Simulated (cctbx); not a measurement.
# Diagnosing a refinement

Cell a = 8.4120 Å, b = 8.4120 Å, c = 8.4120 Å, α = 90.00°, β = 90.00°, γ = 90.00°; space group Fm-3m (no. 225). The compound is Tl2GaCuF6.

The data are simulated with cctbx, not measured: Mo Kα, λ = 0.71073 Å, to d = 0.7 Å, 50 % of the full sphere, strongest reflection 20000 counts, noise from counting, a 2 % proportional error and a noise floor of 8 counts (s.d.); no absorption, and some extinction, which the refinements don't model.

An anisotropic refinement with weights 1/σ² prints:

```text
Rint 0.021, 71 unique reflections to 0.70 A
cycle     R1     wR2    GooF  max shift (A)
   1  0.0179  0.0354   2.999   0.00172
   2  0.0067  0.0135   1.142   0.00000
final R1 0.0067 wR2 0.0135 GooF 1.142  parameters 6  data/parameter 11.8
atom        x        y        z      Ueq    occ   su(xyz)  su(Uiso or U11)
Tl1    0.25000  0.75000  0.75000   0.0134  1.000  0.00000  0.0001
Ga1    0.00000  0.00000  0.00000   0.0215  1.000  0.00000  0.0004
Cu1    0.50000  0.00000  0.00000   0.0226  1.000  0.00000  0.0005
F1     0.00000  0.00000  0.77810   0.0273  1.000  0.00034  0.0010
difference map: max 1.15 min -0.47 rms 0.17
Q1    0.0000  0.0000  0.0000    4    1.15  0.00 A from Ga1
Q2    0.0000  0.0000  0.1468   24    0.79  0.63 A from F1
Q3    0.0000  0.1247  0.1247   48    0.62  1.33 A from F1
Q4    0.1599  0.1599  0.1599   32    0.59  1.31 A from Tl1
Q5    0.0445  0.0445  0.3675   96    0.42  1.23 A from Cu1
Q6    0.0000  0.0000  0.4475   24    0.41  0.44 A from Cu1
```

**Question.** Can this result stand? If not, what is the likely fault?

It can stand. The set-up had a fault (anomalous dispersion left out), but the figures of merit move little: R1 = 0.0067, wR2 = 0.0135, GooF = 1.14 against R1 = 0.0065, wR2 = 0.0127, GooF = 1.08 for the right model.

The compound is Tl2GaCuF6. The right model at the same level gives:

```text
Rint 0.021, 71 unique reflections to 0.70 A
cycle     R1     wR2    GooF  max shift (A)
   1  0.0067  0.0128   1.082   0.00005
   2  0.0065  0.0127   1.078   0.00000
final R1 0.0065 wR2 0.0127 GooF 1.078  parameters 6  data/parameter 11.8
atom        x        y        z      Ueq    occ   su(xyz)  su(Uiso or U11)
Tl1    0.25000  0.75000  0.75000   0.0129  1.000  0.00000  0.0001
Ga1    0.00000  0.00000  0.00000   0.0237  1.000  0.00000  0.0004
Cu1    0.50000  0.00000  0.00000   0.0253  1.000  0.00000  0.0004
F1     0.00000  0.00000  0.77789   0.0292  1.000  0.00033  0.0009
difference map: max 0.61 min -0.66 rms 0.16
Q1    0.0000  0.0000  0.1399   24    0.61  0.69 A from F1
Q2    0.0000  0.1274  0.1274   48    0.60  1.34 A from F1
Q3    0.1604  0.1604  0.1604   32    0.58  1.31 A from Tl1
Q4    0.0411  0.0411  0.3805   96    0.44  1.12 A from Cu1
Q5    0.0000  0.2062  0.2938   48    0.39  1.84 A from F1
Q6    0.1039  0.2172  0.2828   96    0.35  1.29 A from Tl1
```

The model is made up (kin elements in a known structure type, no relaxation), so it says nothing on whether the phase exists.

[Middle refinement cycles are left out of these outputs.]

[Logs are printed without paths, hosts, clocks, repeated set-up lines and the standing remarks that a program may print on its own settings, such as how far it seeks lower states.]
